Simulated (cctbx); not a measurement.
# A crystallographic session in cctbx: Te3P4

Library: cctbx 2025.11. The data are simulated by the first script.

## 1. Simulate the data

run.py:

```python
from cctbx import adptbx, crystal, miller, sgtbx, xray
from cctbx.array_family import flex
from iotbx.shelx import hklf
from scitbx import matrix
import scitbx.random

cs = crystal.symmetry(unit_cell=(11.385, 10.291, 7.015, 90, 90, 90), space_group_symbol='Hall: -P 2ac 2n')  # Pnma
atoms = [  # label, site, U (iso, or U11 U22 U33 U12 U13 U23 in A^2), occupancy
    ("Te1", (0.5098, 0.25, 0.7987), 0.0092, 1),
    ("Te2", (0.708, 0.415, 0.0451), 0.0119, 1),
    ("P1", (0.9246, 0.6328, 0.7647), 0.0180, 1),
    ("P2", (0.9342, 0.25, 0.4072), 0.0178, 1),
    ("P3", (0.1875, 0.25, 0.6501), 0.0177, 1),
]
xs = xray.structure(crystal_symmetry=cs)
for label, site, u, occ in atoms:
    u = adptbx.u_cif_as_u_star(cs.unit_cell(), u) if isinstance(u, tuple) else u
    xs.add_scatterer(xray.scatterer(label, site=site, u=u, occupancy=occ))
xs.set_inelastic_form_factors(0.71073, "sasaki")
xs.show_summary()
p1 = xs.expand_to_p1()
ms = miller.build_set(p1, anomalous_flag=True, d_min=0.75)
flex.set_random_seed(654880)
scitbx.random.set_random_seed(654880)
ms = ms.select(flex.random_double(ms.size()) < 0.95)
i = ms.structure_factors_from_scatterers(p1, algorithm="direct").f_calc().as_intensity_array().data()
i = i * 20000 / flex.max(i)
sig = flex.sqrt(i + flex.pow2(0.04 * i) + 2 ** 2)
noise = scitbx.random.variate(scitbx.random.normal_distribution())(i.size())
data = ms.array(data=i + sig * noise, sigmas=sig).set_observation_type_xray_intensity()
with open("data.hkl", "w") as f:
    data.export_as_shelx_hklf(f)
print("reflections written:", data.size(), " <I/sigma> = %.1f" % flex.mean(data.data() / data.sigmas()))
for h, a, b in list(data.sort("data"))[:12]:
    print("%4d%4d%4d %9.1f %7.1f" % (h + (a, b)))
```

```console
$ python run.py
```

```text
Number of scatterers: 5
At special positions: 3
Unit cell: (11.385, 10.291, 7.015, 90, 90, 90)
Space group: P n m a (No. 62)
reflections written: 7791  <I/sigma> = 12.3
   0   6   0   19024.6   812.4
   0  -6   0   18555.7   812.4
  -2   0  -2   17922.5   695.4
  -2   0   2   17350.1   695.4
   2   0   2   16491.5   695.4
   2   0  -2   16010.4   695.4
   2   2   0   11216.4   459.2
   0  -3   1   11034.9   429.5
   5   0   1   11010.4   454.4
  -2   2   0   10999.2   459.2
  -5   0  -1   10918.0   454.4
   0   3   1   10590.3   429.5
```

Run time: 0.23 s on 1 thread of Arm Neoverse V2, with other jobs on the host, peak memory 0.07 GiB.

## 2. Refinement (right model, isotropic)

run.py:

```python
import math
from cctbx import adptbx, crystal, maptbx, sgtbx, xray
from cctbx.array_family import flex
from cctbx.xray import observations
from iotbx.shelx import hklf
from scitbx.lstbx import normal_eqns_solving
from smtbx import absolute_structure, utils
from smtbx.refinement import constraints, least_squares

cs = crystal.symmetry(unit_cell=(11.385, 10.291, 7.015, 90, 90, 90), space_group_symbol='Hall: -P 2ac 2n')  # Pnma
atoms = [  # label, site, U (iso, or U11 U22 U33 U12 U13 U23 in A^2), occupancy
    ("Te1", (0.497, 0.25, 0.8041), 0.0200, 1),
    ("Te2", (0.7109, 0.4174, 0.0463), 0.0200, 1),
    ("P1", (0.9203, 0.6353, 0.7602), 0.0200, 1),
    ("P2", (0.9355, 0.25, 0.4064), 0.0200, 1),
    ("P3", (0.1853, 0.25, 0.6457), 0.0200, 1),
]
xs = xray.structure(crystal_symmetry=cs)
for label, site, u, occ in atoms:
    u = adptbx.u_cif_as_u_star(cs.unit_cell(), u) if isinstance(u, tuple) else u
    xs.add_scatterer(xray.scatterer(label, site=site, u=u, occupancy=occ))
xs.set_inelastic_form_factors(0.71073, "sasaki")
raw = hklf.reader(file_name="data.hkl").as_miller_arrays(crystal_symmetry=cs, anomalous=True)[0]
merged = raw.eliminate_sys_absent().merge_equivalents()
fo2 = merged.array().set_observation_type_xray_intensity()
print("Rint %.3f, %d unique reflections to %.2f A" % (merged.r_int(), fo2.size(), fo2.d_min()))
for sc in xs.scatterers():
    sc.flags.set_grad_site(True)
    sc.flags.set_grad_u_aniso(sc.flags.use_u_aniso())
    sc.flags.set_grad_u_iso(sc.flags.use_u_iso())
obs = fo2.as_xray_observations()
extra = {}
rep = constraints.reparametrisation(xs, [], utils.connectivity_table(xs), **extra)
ls = least_squares.crystallographic_ls(obs, rep, weighting_scheme=least_squares.mainstream_shelx_weighting(a=0, b=0))
print("cycle     R1     wR2    GooF  max shift (A)")
for cycle in range(8):
    ls.build_up()
    r1, wr2, goof = ls.r1_factor(cutoff_factor=2)[0], ls.wR2(), ls.goof()
    old = xs.sites_cart()
    normal_eqns_solving.levenberg_marquardt_iterations(ls, n_max_iterations=3, tau=1e-06, step_threshold=1e-7)
    big = flex.max((xs.sites_cart() - old).norms())
    print("%4d %7.4f %7.4f %7.3f %9.5f" % (cycle + 1, r1, wr2, goof, big))
    ls.build_up(objective_only=True)
    if abs(ls.wR2() - wr2) < 5e-5 and big < 5e-4:
        break
ls.build_up()
print("final R1 %.4f wR2 %.4f GooF %.3f  parameters %d  data/parameter %.1f" % (ls.r1_factor(cutoff_factor=2)[0], ls.wR2(), ls.goof(), ls.n_parameters, fo2.size() / ls.n_parameters))
cov = ls.covariance_matrix_and_annotations()
su = dict(zip(cov.annotations, (math.sqrt(max(v, 0)) for v in cov.matrix.matrix_packed_u_diagonal())))
a2 = cs.unit_cell().reciprocal_parameters()[0] ** -2
print("atom        x        y        z      Ueq    occ   su(xyz)  su(Uiso or U11)")
for sc in xs.scatterers():
    s = max(su.get(sc.label + k, 0) for k in (".x", ".y", ".z"))
    npd = "" if sc.is_positive_definite_u(cs.unit_cell()) else "  NPD"
    print("%-5s %8.5f %8.5f %8.5f %8.4f %6.3f %8.5f %7.4f%s" % ((sc.label,) + sc.site + (sc.u_iso_or_equiv(cs.unit_cell()), sc.occupancy, s, su.get(sc.label + ".uiso", su.get(sc.label + ".u11", 0) * a2), npd)))
fo = fo2.f_sq_as_f()
fc = fo.structure_factors_from_scatterers(xs, algorithm="direct").f_calc()
diff = fo.f_obs_minus_f_calc(1 / math.sqrt(ls.scale_factor()), fc).average_bijvoet_mates()
m = diff.fft_map(symmetry_flags=maptbx.use_space_group_symmetry, resolution_factor=0.25).apply_volume_scaling()
print("difference map: max %.2f min %.2f rms %.2f" % (m.statistics().max(), m.statistics().min(), m.statistics().sigma()))
peaks = m.peak_search(parameters=maptbx.peak_search_parameters(min_distance_sym_equiv=0.6, max_clusters=6)).all()
near = xs.closest_distances(peaks.sites(), distance_cutoff=4)
sps = cs.special_position_settings(min_distance_sym_equiv=0.5)
for k, (x, h) in enumerate(zip(peaks.sites(), peaks.heights())):
    ss = sps.site_symmetry(x)
    print("Q%-3d %7.4f %7.4f %7.4f %4d %7.2f  %.2f A from %s" % ((k + 1,) + tuple(t % 1 for t in ss.exact_site()) + (ss.multiplicity(), h, near.smallest_distances[k], xs.scatterers()[near.i_seqs[k]].label)))
```

```console
$ python run.py
```

```text
Rint 0.038, 1079 unique reflections to 0.75 A
cycle     R1     wR2    GooF  max shift (A)
   1  0.5127  0.8539  30.896   0.14822
   2  0.0125  0.0331   1.198   0.00806
   3  0.0099  0.0253   0.917   0.00000
final R1 0.0099 wR2 0.0253 GooF 0.917  parameters 17  data/parameter 63.5
atom        x        y        z      Ueq    occ   su(xyz)  su(Uiso or U11)
Te1    0.50980  0.25000  0.79868   0.0092  1.000  0.00002  0.0000
Te2    0.70800  0.41499  0.04510   0.0118  1.000  0.00002  0.0000
P1     0.92461  0.63278  0.76457   0.0181  1.000  0.00007  0.0001
P2     0.93415  0.25000  0.40735   0.0178  1.000  0.00010  0.0001
P3     0.18742  0.25000  0.65021   0.0176  1.000  0.00010  0.0001
difference map: max 0.49 min -0.57 rms 0.10
Q1    0.2051  0.2500  0.5218    4    0.49  0.92 A from P3
Q2    0.2115  0.9989  0.1266    8    0.43  1.74 A from Te2
Q3    0.1902  0.6994  0.0115    8    0.42  1.70 A from Te2
Q4    0.0984  0.7500  0.9002    4    0.41  2.19 A from P2
Q5    0.9974  0.1728  0.0459    8    0.38  1.65 A from P1
Q6    0.2072  0.7500  0.1493    4    0.36  1.20 A from P3
```

Time: 0.38 s.

## 3. Refinement (right model, anisotropic)

run.py, as its changes from the last script of this kind:

```diff
@@ -12,5 +12,5 @@
-    ("Te1", (0.497, 0.25, 0.8041), 0.0200, 1),
-    ("Te2", (0.7109, 0.4174, 0.0463), 0.0200, 1),
-    ("P1", (0.9203, 0.6353, 0.7602), 0.0200, 1),
-    ("P2", (0.9355, 0.25, 0.4064), 0.0200, 1),
-    ("P3", (0.1853, 0.25, 0.6457), 0.0200, 1),
+    ("Te1", (0.5098, 0.25, 0.79868), 0.0092, 1),
+    ("Te2", (0.708, 0.41499, 0.0451), 0.0118, 1),
+    ("P1", (0.92461, 0.63278, 0.76457), 0.0181, 1),
+    ("P2", (0.93415, 0.25, 0.40735), 0.0178, 1),
+    ("P3", (0.18742, 0.25, 0.65021), 0.0176, 1),
@@ -22,0 +23 @@
+xs.convert_to_anisotropic()
```

```console
$ python run.py
```

```text
Rint 0.038, 1079 unique reflections to 0.75 A
cycle     R1     wR2    GooF  max shift (A)
   1  0.0099  0.0254   0.928   0.00014
   2  0.0098  0.0251   0.915   0.00000
final R1 0.0098 wR2 0.0251 GooF 0.915  parameters 36  data/parameter 30.0
atom        x        y        z      Ueq    occ   su(xyz)  su(Uiso or U11)
Te1    0.50980  0.25000  0.79868   0.0092  1.000  0.00002  0.0001
Te2    0.70800  0.41499  0.04510   0.0118  1.000  0.00002  0.0001
P1     0.92461  0.63279  0.76457   0.0181  1.000  0.00007  0.0002
P2     0.93415  0.25000  0.40735   0.0179  1.000  0.00010  0.0003
P3     0.18742  0.25000  0.65023   0.0176  1.000  0.00010  0.0003
difference map: max 0.49 min -0.57 rms 0.10
Q1    0.2044  0.2500  0.5226    4    0.49  0.92 A from P3
Q2    0.2113  0.9989  0.1276    8    0.43  1.75 A from Te2
Q3    0.1912  0.6988  0.0116    8    0.42  1.69 A from Te2
Q4    0.0987  0.7500  0.9002    4    0.41  2.19 A from P2
Q5    0.9965  0.1725  0.0467    8    0.38  1.65 A from P1
Q6    0.2064  0.7500  0.1478    4    0.35  1.21 A from P3
```

Time: 0.32 s.

## 4. Refinement

run.py, as its changes from the last script of this kind:

```diff
@@ -22 +22 @@
-xs.set_inelastic_form_factors(0.71073, "sasaki")
+xs.set_inelastic_form_factors(1.54184, "sasaki")
@@ -37 +37 @@
-for cycle in range(8):
+for cycle in range(12):
```

```console
$ python run.py
```

```text
Rint 0.038, 1079 unique reflections to 0.75 A
cycle     R1     wR2    GooF  max shift (A)
   1  0.0147  0.0381   1.391   0.00043
   2  0.0103  0.0304   1.109   0.00000
final R1 0.0103 wR2 0.0304 GooF 1.109  parameters 36  data/parameter 30.0
atom        x        y        z      Ueq    occ   su(xyz)  su(Uiso or U11)
Te1    0.50979  0.25000  0.79868   0.0102  1.000  0.00003  0.0001
Te2    0.70799  0.41499  0.04510   0.0129  1.000  0.00002  0.0001
P1     0.92461  0.63276  0.76459   0.0182  1.000  0.00009  0.0003
P2     0.93414  0.25000  0.40741   0.0180  1.000  0.00013  0.0004
P3     0.18742  0.25000  0.65022   0.0179  1.000  0.00013  0.0004
difference map: max 0.51 min -0.69 rms 0.12
Q1    0.2170  0.9945  0.1214    8    0.52  1.66 A from Te2
Q2    0.2086  0.7500  0.1319    4    0.50  1.19 A from P3
Q3    0.1033  0.7500  0.9066    4    0.47  2.24 A from P2
Q4    0.2030  0.2500  0.5273    4    0.46  0.88 A from P3
Q5    0.1927  0.6999  0.0071    8    0.43  1.68 A from Te2
Q6    0.1923  0.7500  0.8717    4    0.39  2.12 A from Te2
```

Time: 0.36 s.

This run holds a fault made on purpose: dispersion terms of the wrong wavelength.

## 5. Refinement

run.py, as its changes from the last script of this kind:

```diff
@@ -13 +13 @@
-    ("Te2", (0.708, 0.41499, 0.0451), 0.0118, 1),
+    ("Ru1", (0.708, 0.41499, 0.0451), 0.0118, 1),
@@ -22 +22 @@
-xs.set_inelastic_form_factors(1.54184, "sasaki")
+xs.set_inelastic_form_factors(0.71073, "sasaki")
```

```console
$ python run.py
```

```text
Rint 0.038, 1079 unique reflections to 0.75 A
cycle     R1     wR2    GooF  max shift (A)
   1  0.1109  0.2930  10.697   0.01130
   2  0.0500  0.1493   5.451   0.00005
final R1 0.0500 wR2 0.1493 GooF 5.451  parameters 36  data/parameter 30.0
atom        x        y        z      Ueq    occ   su(xyz)  su(Uiso or U11)
Te1    0.50982  0.25000  0.79868   0.0137  1.000  0.00012  0.0005
Ru1    0.70799  0.41512  0.04510   0.0069  1.000  0.00010  0.0004
P1     0.92474  0.63215  0.76465   0.0226  1.000  0.00044  0.0014
P2     0.93433  0.25000  0.40804   0.0231  1.000  0.00061  0.0020
P3     0.18734  0.25000  0.65181   0.0218  1.000  0.00058  0.0019
difference map: max 6.30 min -3.22 rms 0.50
Q1    0.2086  0.0974  0.4550    8    6.38  0.13 A from Ru1
Q2    0.0057  0.1995  0.8349    8    0.80  1.07 A from Te1
Q3    0.2096  0.7500  0.1140    4    0.67  1.20 A from P3
Q4    0.2187  0.9997  0.0701    8    0.66  1.45 A from Ru1
Q5    0.2414  0.2073  0.3937    8    0.65  1.38 A from Ru1
Q6    0.1693  0.1479  0.6213    8    0.64  1.09 A from P3
```

Time: 0.37 s.

This run holds a fault made on purpose: wrong element: Ru1 is Te.

## 6. Refinement

run.py, as its changes from the last script of this kind:

```diff
@@ -13 +13 @@
-    ("Ru1", (0.708, 0.41499, 0.0451), 0.0118, 1),
+    ("Te2", (0.708, 0.41499, 0.0451), 0.0118, 1),
@@ -22 +22 @@
-xs.set_inelastic_form_factors(0.71073, "sasaki")
+# no anomalous dispersion
```

```console
$ python run.py
```

```text
Rint 0.038, 1079 unique reflections to 0.75 A
cycle     R1     wR2    GooF  max shift (A)
   1  0.0139  0.0352   1.285   0.00029
   2  0.0104  0.0262   0.958   0.00000
final R1 0.0104 wR2 0.0262 GooF 0.958  parameters 36  data/parameter 30.0
atom        x        y        z      Ueq    occ   su(xyz)  su(Uiso or U11)
Te1    0.50980  0.25000  0.79868   0.0097  1.000  0.00002  0.0001
Te2    0.70800  0.41499  0.04510   0.0123  1.000  0.00002  0.0001
P1     0.92461  0.63281  0.76458   0.0167  1.000  0.00008  0.0002
P2     0.93417  0.25000  0.40733   0.0165  1.000  0.00011  0.0003
P3     0.18743  0.25000  0.65022   0.0163  1.000  0.00011  0.0003
difference map: max 0.50 min -0.57 rms 0.11
Q1    0.2032  0.2500  0.5302    4    0.50  0.86 A from P3
Q2    0.2104  0.9985  0.1315    8    0.46  1.77 A from Te2
Q3    0.1912  0.6992  0.0132    8    0.42  1.69 A from Te2
Q4    0.0998  0.7500  0.9026    4    0.39  2.21 A from P2
Q5    0.9988  0.1727  0.0474    8    0.38  1.63 A from P1
Q6    0.2040  0.7500  0.1486    4    0.36  1.24 A from P3
```

It took 0.35 s on 1 thread of Arm Neoverse V2, with other jobs on the host, peak memory 0.09 GiB.

This run holds a fault made on purpose: anomalous dispersion left out.

[Logs are printed without paths, hosts, clocks, repeated set-up lines and the standing remarks that a program may print on its own settings, such as how far it seeks lower states.]
